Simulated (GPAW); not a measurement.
# Near-edge structure at the S K edge of In2Co3S2 (R-3m)

What does one-electron theory with a core hole give for the S K edge of In2Co3S2 (R-3m)?

Method: X-ray absorption from dipole matrix elements to empty bands, plane-wave PAW LDA, in GPAW 26.7.0.

## 1. Set-up

The structure is trigonal, space group R-3m (No. 166). The conventional cell has a = 5.317 Å, b = 5.317 Å, c = 13.666 Å, α = 90.00°, β = 90.00°, γ = 120.00°. Nearest to In lie 6 Co at 2.66 Å and 2 S at 3.02 Å. In has 6 Co at 2.75 Å and 6 S at 3.16 Å nearest. Co has 2 S at 2.17 Å nearest. S has 3 Co at 2.17 Å and 4 In at 3.02 to 3.16 Å nearest. Farther neighbours and most contacts between anions are not listed.

Coordinates:

```
In Co S
1.0
     2.65849    1.53488    4.55529
    -2.65849    1.53488    4.55529
     0.00000   -3.06977    4.55529
In Co S
2 3 2
Direct
  0.50000 0.50000 0.50000
  0.00000 0.00000 0.00000
  0.50000 0.00000 0.00000
  0.00000 0.50000 0.00000
  0.00000 0.00000 0.50000
  0.27900 0.27900 0.27900
  0.72100 0.72100 0.72100
```

## 2. The field without a hole

The ground state comes first: it tells whether the system has a gap, which decides how the excited electron is treated.

File scf.py:

```python
import numpy as np
from ase import Atoms
from ase.parallel import parprint, paropen
from gpaw import GPAW, PW, FermiDirac, Mixer, MixerDif, setup_paths
from gpaw.test import gen
setup_paths.insert(0, '.')
gen('S', name='nch1s', xcname='LDA', corehole=(1, 0, 0), write_xml=True)
from gpaw.mpi import world
world.barrier()

atoms = Atoms('In2Co3S2',
    cell=[[2.65849463, 1.53488259, 4.55529245],
     [-2.65849463, 1.53488259, 4.55529245],
     [0, -3.06976518, 4.55529245]],
    scaled_positions=[[0.5, 0.5, 0.5],
     [0, 0, 0],
     [0.5, 0, 0],
     [0, 0.5, 0],
     [0, 0, 0.5],
     [0.279, 0.279, 0.279],
     [0.721, 0.721, 0.721]],
    magmoms=[0.0, 0.0, 3.0, 3.0, 3.0, 0.0, 0.0],
    pbc=True)
atoms.calc = calc = GPAW(legacy_gpaw=True, mode=PW(430, force_complex_dtype=True), xc='LDA', setups={5: 'nch1s'},
    kpts={'size': (4, 4, 4), 'gamma': True}, occupations=FermiDirac(0.05),
    charge=0, mixer=MixerDif(0.05, 8, 50), maxiter=150,
    convergence={'density': 0.0001, 'eigenstates': 1e-6}, txt='scf.txt')
energy = atoms.get_potential_energy() + calc.get_reference_energy()
ef = calc.get_fermi_level()
out = dict(energy=energy, fermi=ef, forces=atoms.get_forces().tolist(), magmoms=atoms.get_magnetic_moments().tolist())
parprint(f'all-electron energy {energy:.4f} eV, Fermi level {ef:.4f} eV')
ev = np.array([[calc.get_eigenvalues(k, s) for k in range(len(calc.get_ibz_k_points()))] for s in range(calc.get_number_of_spins())])
out['homo'], out['lumo'], out['counts'] = ev[ev < ef].max(), ev[ev > ef].min(), sorted(set((ev < ef).sum((0, 2)).tolist()))
out['filled'] = (ev[:, 0] < ef).sum(1).tolist()
import json
with paropen('out.json', 'w') as f:
    json.dump(out, f)
```

Started as:

```sh
OMP_NUM_THREADS=1 mpirun -n 2 gpaw python scf.py
```

Numbers of over 12 decimals in the logs are rounded to 6 here.

What it wrote:

```text
Input parameters:
  convergence: {density: 0.0001,
                eigenstates: 1e-06}
  kpts: {gamma: True,
         size: (4, 4, 4)}
  maxiter: 150
  mixer: {backend: pulay,
          beta: 0.05,
          method: difference,
          nmaxold: 8,
          weight: 50}
  mode: {ecut: 430.0,
         force_complex_dtype: True,
         name: pw}
  occupations: {fixmagmom: False,
                name: fermi-dirac,
                width: 0.05}
  setups: {5: nch1s}

Initialize ...

[... PAW data sets ...]

Reference energy: -454832.548842  # eV

Spin-polarized calculation.
Initial magnetic moment: 9.000000

[... convergence settings ...]
Symmetries present (total): 6
  [... symmetry matrices ...]

64 k-points: 4 x 4 x 4 Monkhorst-Pack grid + [1/8,1/8,1/8]
13 k-points in the irreducible part of the Brillouin zone
       k-points in crystal coordinates                weights
   0:     0.00000000    0.00000000    0.00000000          1/64
   1:     0.25000000    0.00000000   -0.25000000          6/64
   2:     0.25000000    0.00000000    0.00000000          6/64
   3:     0.25000000    0.25000000   -0.25000000          6/64
   4:     0.25000000    0.25000000    0.00000000          6/64
   5:     0.25000000    0.25000000    0.25000000          2/64
   6:     0.50000000    0.00000000    0.00000000          3/64
   7:     0.50000000    0.25000000   -0.25000000          6/64
   8:     0.50000000    0.25000000    0.00000000         12/64
   9:     0.50000000    0.25000000    0.25000000          6/64
          ...
  12:     0.50000000    0.50000000    0.50000000          1/64

Wave functions: Plane wave expansion
  Cutoff energy: 430.000 eV
  Number of coefficients (min, max): 2223, 2272
  Pulay-stress correction: 0.000000 eV/Ang^3 (de/decut=0.000000)
  Using FFTW library
  Wavefunction extrapolation:
    Improved wavefunction reuse through dual PAW basis

Occupation numbers: Fermi-Dirac:
  width: 0.0500  # eV

Eigensolver
   Davidson(niter=2)

Densities:
  Coarse grid: 27*27*27 grid
  Fine grid: 54*54*54 grid
  Total Charge: 0.000000

Density mixing:
  Method: difference
  Backend: pulay
  Linear mixing parameter: 0.05
  old densities: 8
  Width of damping distribution: 1.1
  Damping of long wavelength oscillations: 50

[... Hamiltonian set-up ...]
Number of atoms: 7
Number of atomic orbitals: 53
Number of bands in calculation: 49
Number of valence electrons: 65
Bands to converge: occupied

... initialized

Initializing position-dependent things.

Density initialized from atomic densities
Creating initial wave functions:
  49 bands from LCAO basis set

           S

           In

           S
         Co    Co
          Co

           In

Atomic positions and initial magnetic moments

Positions:
   0 In     0.000000    0.000000    6.832939    ( 0.0000,  0.0000,  0.0000)
   1 In     0.000000    0.000000    0.000000    ( 0.0000,  0.0000,  0.0000)
   2 Co     1.329247    0.767441    2.277646    ( 0.0000,  0.0000,  3.0000)
   3 Co    -1.329247    0.767441    2.277646    ( 0.0000,  0.0000,  3.0000)
   4 Co     0.000000   -1.534883    2.277646    ( 0.0000,  0.0000,  3.0000)
   5 S      0.000000   -0.000000    3.812780    ( 0.0000,  0.0000,  0.0000)
   6 S     -0.000000    0.000000    9.853098    ( 0.0000,  0.0000,  0.0000)

Unit cell:
           periodic     x           y           z      points  spacing
  1. axis:    yes    2.658495    1.534883    4.555292    27     0.1616
  2. axis:    yes   -2.658495    1.534883    4.555292    27     0.1616
  3. axis:    yes    0.000000   -3.069765    4.555292    27     0.1616

  Lengths:   5.493100   5.493100   5.493100
  Angles:   57.890000  57.890000  57.890000

Effective grid spacing dv^(1/3) = 0.1783

iter:   1   -47.401246                   +9.0138
iter:   2   -47.966140   -0.57  -1.23    +4.5338
iter:   3   -47.130401   -0.84  -1.28    +1.8068
iter:   4   -47.342348   -1.75  -1.41    +1.0967
iter:   5   -46.626984   -1.45  -1.42    +0.9162
iter:   6   -46.828779   -2.25  -1.91    +0.8393
iter:   7   -46.560340   -2.23  -1.75    +0.8023
iter:   8   -46.538760   -2.87  -2.17    +0.7894
iter:   9   -46.527945c  -3.68  -2.30    +0.7549
iter:  10   -46.526170c  -3.37  -2.57    +0.7016
iter:  11   -46.523715c  -4.68  -2.91    +0.7784
iter:  12   -46.527230c  -3.48  -2.99    +0.3984
iter:  13   -46.526938c  -5.15  -3.18    +0.4278
iter:  14   -46.526820c  -5.64  -3.25    +0.4126
iter:  15   -46.526714c  -5.15  -3.34    +0.3740
[...]
iter:  19   -46.527373c  -6.01c -3.68    +0.1670
iter:  20   -46.527865c  -4.96  -3.54    +0.0882
iter:  21   -46.527567c  -5.02  -3.26    +0.0260
iter:  22   -46.527395c  -5.52  -3.53    +0.0176
iter:  23   -46.527367c  -6.14c -3.88    +0.0109
iter:  24   -46.527332c  -6.44c -4.05c   +0.0088

Converged after 24 iterations.

Dipole moment: (0.000000, -0.000000, -0.000000) |e|*Ang

Total magnetic moment: (0.000000, 0.000000, 0.008821)
Local magnetic moments:
   0 In ( 0.000000,  0.000000,  0.000030)
   1 In ( 0.000000,  0.000000,  0.000042)
   2 Co ( 0.000000,  0.000000,  0.002743)
   3 Co ( 0.000000,  0.000000,  0.002743)
   4 Co ( 0.000000,  0.000000,  0.002743)
   5 S  ( 0.000000,  0.000000,  0.000050)
   6 S  ( 0.000000,  0.000000,  0.000050)

Energy contributions relative to reference atoms: (reference = -454832.548842)

Kinetic:        +56.178449
Potential:      -47.630040
External:        +0.000000
XC:             -56.213231
Entropy (-ST):   -0.052414
Local:           +1.163698
SIC:             +0.000000
--------------------------
Free energy:    -46.553539
Extrapolated:   -46.527332

Spin contamination: 0.000147 electrons
Showing only first 2 kpts
                      Up                     Down
 Kpt  Band  Eigenvalues  Occupancy  Eigenvalues  Occupancy
  0    30      7.75420    0.99976      7.75644    0.99975
  0    31      7.85607    0.99813      7.85998    0.99798
  0    32      7.85635    0.99812      7.86026    0.99797
  0    33      8.52117    0.00089      8.52366    0.00085

  1    30      7.82606    0.99898      7.82874    0.99892
  1    31      7.95820    0.98579      7.96130    0.98490
  1    32      8.07298    0.87480      8.07522    0.86982
  1    33      9.06568    0.00000      9.06739    0.00000

Fermi level: 8.17019

No gap
No difference between direct/indirect transitions

Forces in eV/Ang:
  0 In    0.00000    0.00000   -0.00000
  1 In    0.00000   -0.00000   -0.00000
  2 Co    0.00000    0.00000   -0.00000
  3 Co   -0.00000    0.00000   -0.00000
  4 Co    0.00000   -0.00000   -0.00000
  5 S     0.00000    0.00000   -1.02382
  6 S     0.00000    0.00000    1.02382
Scalar-relativistic atomic LDA calculation for S (Sulfur, Z=16)
Core hole in 1s state (1s occupation: 2.0)
450 radial gridpoints.
|------------------------------------------------|
|------------------------------------------------|
[... the atom generator's iteration count ...]

Energy contributions:
-------------------------
Kinetic:     +398.923399
XC:           -24.210329
Potential:   -772.509196
-------------------------
Total:       -397.796126

state      eigenvalue         ekin         rmax
-----------------------------------------------
1s^2.0 :   -88.078630   121.519046        0.063
2s^2.0 :    -7.745453    18.438857        0.389
2p^6.0 :    -5.751715    17.606302        0.325
3s^2.0 :    -0.634959     2.788351        1.406
3p^4.0 :    -0.261139     1.948270        1.598
-----------------------------------------------
(units: Bohr and Hartree)

Generating PAW setup
Kinetic energy of the core from tauc = 386.637961
Cutoffs:
rc(s)=1.840
rc(p)=1.850
rc(d)=1.700
rc(vbar)=1.720
rc(comp)=1.430
rc(nct)=1.850

Kinetic energy of the core states: 385.553617
Charge: 0.0
Core electrons: 10.0
Valence electrons: 6.0
Pseudo-core charge: 0.059824
Shape function alpha=4.890
Pseudo-electron charge 6.430847
state    eigenvalue         norm
--------------------------------
3s(2) :    -0.634959     1.191395
*s    :     0.365041
3p(4) :    -0.261139     0.997058
*p    :     0.738861
*d    :     0.000000
--------------------------------

Diagonalizing with gridspacing h=0.050

state   all-electron     PAW
-------------------------------
3s:      -0.634959    -0.635587
3p:      -0.261139    -0.261554
*d:                    0.043150
*f:                    0.074695
-------------------------------
all-electron energy -454879.0762 eV, Fermi level 8.1702 eV
```

Wall time 63 s (2 MPI ranks of Arm Neoverse V2, shared host); peak memory 0.33 GiB; 2.1 min of CPU time.

The mesh shows no gap, so the system is treated as a metal and the core electron is put at the Fermi level (neutral cell).

## 3. Cell without a hole, the energy reference

The photon energy needs a difference of total energies, so the cell and mesh of the coming hole run are first run without a hole.

This run holds the same structure in another cell (a 5.493 → 5.317 Å, b 5.493 → 5.317 Å, α 57.9 → 118.9°, β 57.9 → 90.0°, γ 57.9 → 120.0°).

scf.py: that of step 2 with these lines changed.

```diff
@@ -11,12 +11,12 @@
 atoms = Atoms('In2Co3S2',
-    cell=[[2.65849463, 1.53488259, 4.55529245],
-     [-2.65849463, 1.53488259, 4.55529245],
-     [0, -3.06976518, 4.55529245]],
-    scaled_positions=[[0.5, 0.5, 0.5],
+    cell=[[5.31698926, 0, 0],
+     [-2.65849463, -4.60464777, 0],
+     [0, 3.06976518, -4.55529245]],
+    scaled_positions=[[0.5, 0, 0.5],
      [0, 0, 0],
-     [0.5, 0, 0],
-     [0, 0.5, 0],
+     [0, 0.5, 0.5],
+     [0.5, 0.5, 0.5],
      [0, 0, 0.5],
-     [0.279, 0.279, 0.279],
-     [0.721, 0.721, 0.721]],
+     [0.721, 0.442, 0.163],
+     [0.279, 0.558, 0.837]],
     magmoms=[0.0, 0.0, 3.0, 3.0, 3.0, 0.0, 0.0],
@@ -24,3 +24,3 @@
 atoms.calc = calc = GPAW(legacy_gpaw=True, mode=PW(430, force_complex_dtype=True), xc='LDA', setups={5: 'nch1s'},
-    kpts={'size': (4, 4, 4), 'gamma': True}, occupations=FermiDirac(0.05),
+    kpts={'size': (4, 4, 4), 'gamma': True}, occupations=FermiDirac(0.1),
     charge=0, mixer=MixerDif(0.05, 8, 50), maxiter=150,
```

What it wrote:

```text
Input parameters:
  convergence: {density: 0.0001,
                eigenstates: 1e-06}
  kpts: {gamma: True,
         size: (4, 4, 4)}
  maxiter: 150
  mixer: {backend: pulay,
          beta: 0.05,
          method: difference,
          nmaxold: 8,
          weight: 50}
  mode: {ecut: 430.0,
         force_complex_dtype: True,
         name: pw}
  occupations: {fixmagmom: False,
                name: fermi-dirac,
[...]
3s(2) :    -0.634959     1.191395
*s    :     0.365041
3p(4) :    -0.261139     0.997058
*p    :     0.738861
*d    :     0.000000
--------------------------------

Diagonalizing with gridspacing h=0.050

state   all-electron     PAW
-------------------------------
3s:      -0.634959    -0.635587
3p:      -0.261139    -0.261554
*d:                    0.043150
*f:                    0.074695
-------------------------------
all-electron energy -454879.0806 eV, Fermi level 8.1982 eV
[key lines of the parts left out:]
Converged after 20 iterations.
Dipole moment: (0.000000, 0.000000, 0.000000) |e|*Ang
Free energy:    -46.628344
Fermi level: 8.19821
```

The job ended after 89 s (2 MPI ranks; peak memory 0.36 GiB; 2.9 min of CPU time).

Reference energy: -454879.081 eV with the cores included.

(Part 1 of 2 ends here.)

[Banner, clock and machine lines of the logs are left out without a mark of their own.]

[Logs are printed without paths, hosts, clocks, repeated set-up lines and the standing remarks that a program may print on its own settings, such as how far it seeks lower states.]

[Hosts, paths, dates, database ids (printed as entryN), source tags and the programs' standing remarks are cut or masked in the printed files.]

[Lists of maxima count a maximum above −3 eV only where it reaches 4 % of the highest in the window and stands out from its surroundings by 2 % of it (1.5 % where it reaches 55 %); shoulders and weaker maxima are passed over, and of the rest the first, up to two pre-edge ones and the few strongest are named.]
